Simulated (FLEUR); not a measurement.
# Co (volume factor 1.12 on the database's cell): from one collinear state to anisotropy, part 2 of 2

Wanted: anisotropy for Co (volume factor 1.12 on the database's cell), with the cost of each step.

FLEUR MaX-R8.1; PBE; all-electron FLAPW, Dirac cores, scalar-relativistic bands.

So far. Step 2 (Reference state): After 20 cycles the largest moment stands at 1.79 μB.

## Step 5: Spin–orbit coupling, moments along [001]

Level of this step: PBE; all-electron FLAPW, Dirac cores, scalar-relativistic bands with spin-orbit coupling (FLEUR).

Spin–orbit coupling ties the spins to the lattice and lets orbital moments form.

A new self-consistent run of the start ferro ++, with the moments along z. The k list default-1 (kpts.xml, not shown) is a Γ-centred 25×25×13 mesh.

Contents of inp.xml:

```
<?xml version="1.0" encoding="UTF-8" standalone="no"?>
<fleurInput fleurInputVersion="0.39">
   <comment>
      Co
   </comment>
   <calculationSetup>
      <cutoffs Kmax="3.6" Gmax="10.8" GmaxXC="10.8" numbands="74"/>
      <scfLoop itmax="110" minDistance="0.00002" maxIterBroyd="15" imix="Anderson" alpha="0.05" precondParam="0.0" spinf="2.0" sdNocoIR="T"/>
      <coreElectrons ctail="T" frcor="F" kcrel="0" coretail_lmax="0"/>
      <xcFunctional name="pbe" relativisticCorrections="F"/>
      <magnetism jspins="2"/>
      <soc l_soc="T" theta="0.0" phi="0.0" spav="F"/>
      <expertModes spex="0" secvar="F"/>
      <geometryOptimization l_f="F" forcealpha="1.0" forcemix="BFGS" epsdisp="0.00001" epsforce="0.00001"/>
      <ldaU l_linMix="F" mixParam="0.05" spinf="1.0"/>
   </calculationSetup>
   <cell>
      <bzIntegration valenceElectrons="34.0" mode="hist" fermiSmearingEnergy="0.00183747">
         <kPointListSelection listName="default-1"/>
         <xi:include xmlns:xi="http://www.w3.org/2001/XInclude" href="kpts.xml"> </xi:include>
      </bzIntegration>
      <xi:include xmlns:xi="http://www.w3.org/2001/XInclude" href="sym.xml"> </xi:include>
      <bulkLattice scale="1.0">
         <bravaisMatrix>
            <row-1>    4.9207182139629211    -0.0000000000566918     0.0000000000000000</row-1>
            <row-2>   -2.4603591069247686     4.2614669781813603     0.0000000000000000</row-2>
            <row-3>    0.0000000000000000     0.0000000000000000     7.9870906434727580</row-3>
         </bravaisMatrix>
      </bulkLattice>
   </cell>
   <atomSpecies>
      <species name="Cobalt (Co2.000" element="Co" atomicNumber="27">
         <mtSphere radius="2.39" gridPoints="791" logIncrement="0.015"/>
         <atomicCutoffs lmax="8" lnonsphr="6"/>
         <electronConfig flipSpins="F">
            <coreConfig>(1s1/2) (2s1/2) (2p1/2) (2p3/2)</coreConfig>
            <valenceConfig>(3s1/2) (3p1/2) (3p3/2) (4s1/2) (3d3/2) (3d5/2)</valenceConfig>
            <stateOccupation state="(3d3/2)" spinUp="1.5" spinDown="1.3"/>
            <stateOccupation state="(3d5/2)" spinUp="3.0" spinDown="1.2"/>
         </electronConfig>
         <energyParameters s="4" p="4" d="3" f="4"/>
         <lo type="SCLO" l="0" n="3" eDeriv="0"/>
         <lo type="SCLO" l="1" n="3" eDeriv="0"/>
      </species>
   </atomSpecies>
   <atomGroups>
      <atomGroup species="Cobalt (Co2.000">
         <relPos label="                   1">1.000/3.000 -1.000/3.000 1.000/4.000</relPos>
         <relPos label="                   2">-1.000/3.000 1.000/3.000 -1.000/4.000</relPos>
         <force calculate="T" relaxXYZ="TTT"/>
      </atomGroup>
   </atomGroups>
   <output dos="F" band="F" slice="F">
      <bandDOS minEnergy="-.5*Htr" maxEnergy="0.5*Htr" sigma="0.015" storeEVData="T"/>
      <plotting iplot="0" polar="F">
         <plot TwoD="T" vec1="  1.0  0.0  0.0" vec2="  0.0  1.0  0.0" vec3="  0.0  0.0  1.0" zero="  0.0  0.0  0.0" file="plot"/>
      </plotting>
      <moessbauerParams electricFieldGradient="F" isomerShift="F" coreHyperfine="F" valenceHyperfine="F"/>
   </output>
</fleurInput>
```

Contents of crystal.txt:

```
Co
&input film=F cartesian=F /
2.60393194014  -0.00000000003  0.00000000000
-1.30196597004  2.25507120990  0.00000000000
0.00000000000  0.00000000000  4.22658635000
1.8897261246
1.0 1.0 1.0

2
27 0.33333333333  0.66666666667  0.25000000000 : 2.000
27 0.66666666667  0.33333333333  0.75000000000 : 2.000

&soc 0.0000000 0.0000000 /
&kpt div1=25 div2=25 div3=13 gamma=T /
```

Command:

```
> OMP_NUM_THREADS=1 inpgen -f crystal.txt > inpgen.log  # inp.xml is then edited as shown
> OMP_NUM_THREADS=1 mpirun -n 4 fleur_MPI > fleur.log
```

The log of the run:

```text
[banner, memory and clock lines left out]
Welcome to FLEUR        (www.flapw.de)
      MaX-Release 8.1          (www.max-centre.eu)

 ========== k-point set info ==========
 Selected k-point list: default-1
 k-point list type: mesh
 0 x 0 x 0
 Number of k points: 736

 [... set-up left out ...]
 Iteration:     1   Distance:       5.44165032 me/bohr^3
 Iteration:     2   Distance:       4.82110713 me/bohr^3
 Iteration:     3   Distance:       2.47669425 me/bohr^3
 Iteration:     4   Distance:       0.92302515 me/bohr^3
 Iteration:     5   Distance:       0.92235669 me/bohr^3
 Iteration:     6   Distance:       0.45628815 me/bohr^3
 Iteration:     7   Distance:       0.35839875 me/bohr^3
 Iteration:     8   Distance:       0.14268283 me/bohr^3
 Iteration:     9   Distance:       0.05482825 me/bohr^3
 Iteration:    10   Distance:       0.05471993 me/bohr^3
 Iteration:    11   Distance:       0.00615338 me/bohr^3
 Iteration:    12   Distance:       0.00589629 me/bohr^3
 Iteration:    13   Distance:       0.00022460 me/bohr^3
 Iteration:    14   Distance:       0.00030684 me/bohr^3
 Iteration:    15   Distance:       0.00010158 me/bohr^3
 Iteration:    16   Distance:       0.00009808 me/bohr^3
 Iteration:    17   Distance:       0.00002529 me/bohr^3
 Iteration:    18   Distance:       0.00000880 me/bohr^3

 ********************************************************************
 Run finished successfully
 Stop message:
   all done
 ********************************************************************

--- out.xml (last complete iteration) ---
<iteration numberForCurrentRun="   18" overallNumber="   18">
         [... left out ...]
         <bandgap value="0.0000000000" units="eV"/>
         <sumValenceSingleParticleEnergies value="-31.4168631211" units="Htr"/>
         <FermiEnergy value="0.2856947326" units="Htr"/>
         [... left out ...]
         <magneticMomentsInMTSpheres units="muBohr">
            <globalMagMoment atomType="1" vec="0.00000   0.00000   1.77843"/>
         </magneticMomentsInMTSpheres>
         <orbitalMomentsInMTSpheres units="muBohr">
            <globalMagMoment atomType="1" vec="0.00000   0.00000   0.10343"/>
         </orbitalMomentsInMTSpheres>
         [... left out ...]
         <totalEnergy value="    -2786.9480574773" units="Htr">
            <sumOfEigenvalues value="    -1607.8278064687">
               <coreElectrons value="-1576.4109433476"/>
               <valenceElectrons value="-31.4168631211"/>
            </sumOfEigenvalues>
         [... left out ...]
            <freeEnergy value="-2786.9487030836"/>
            <extrapolationTo0K value="-2786.9483802804"/>
         </totalEnergy>
         <densityConvergence units="me/bohr^3">
            <chargeDensity spin="1" distance="0.0000048878"/>
            <chargeDensity spin="2" distance="0.0000051651"/>
            <overallChargeDensity distance="0.0000087994"/>
            <spinDensity distance="0.0000048691"/>
         </densityConvergence>
      </iteration>
```

Wall time 4.5 min (4 MPI ranks of Arm Neoverse V1, shared host); peak memory 0.71 GiB; 18 min of CPU time.

This step gave:

| Quantity | Value |
| --- | --- |
| free energy | -75836.7376 eV |
| program's band gap on this mesh (in a metal only a level spacing) | 0 eV |
| magnetization | 3.415 μB |
| final state | ferromagnetic |
| largest moment | 1.778 μB |
| orbital moment along the spin | 0.1034 μB |

Orbital moment in the sphere, along the spin axis by atom:

| atom | orbital moment in the sphere, along the spin axis (μB) |
| --- | --- |
| Co1 | 0.103 |
| Co2 | 0.103 |

## Step 6: Results

```
reference state                                                             : ferromagnetic
largest sphere moment                                                       : 1.79 μB
easy direction of those tried                                               : [001]
energy along [100] less [001], force theorem                                : 0.176 meV a primitive cell
orbital moment on the atom of largest spin, along its spin (spin–orbit run) : 0.103 μB
```

What this shows: By the force theorem the moments prefer [001]; shape anisotropy is not in it. The difference for the second direction goes from 0.18 meV (mesh 17×17×9, 74 states, 6.5 min of CPU time) to 0.18 meV (mesh 25×25×13, 74 states, 20 min). The orbital moment is parallel to the spin, as Hund's third rule has it for a shell over half filled. The state was typed, and no other order was converged beside it, so it need not be the ground state.

[Logs and program files are shortened in this print: banners, set-up blocks, solver, clock and traceback lines can be left out without a mark of their own.]

[Logs are printed without paths, hosts, clocks, repeated set-up lines and the standing remarks that a program may print on its own settings, such as how far it seeks lower states.]

[Hosts, paths, dates, database ids (printed as entryN), source tags and the programs' standing remarks are cut or masked in the printed files.]

[Where a cell is said to come from a database of computed structures, the database is the Materials Project.]
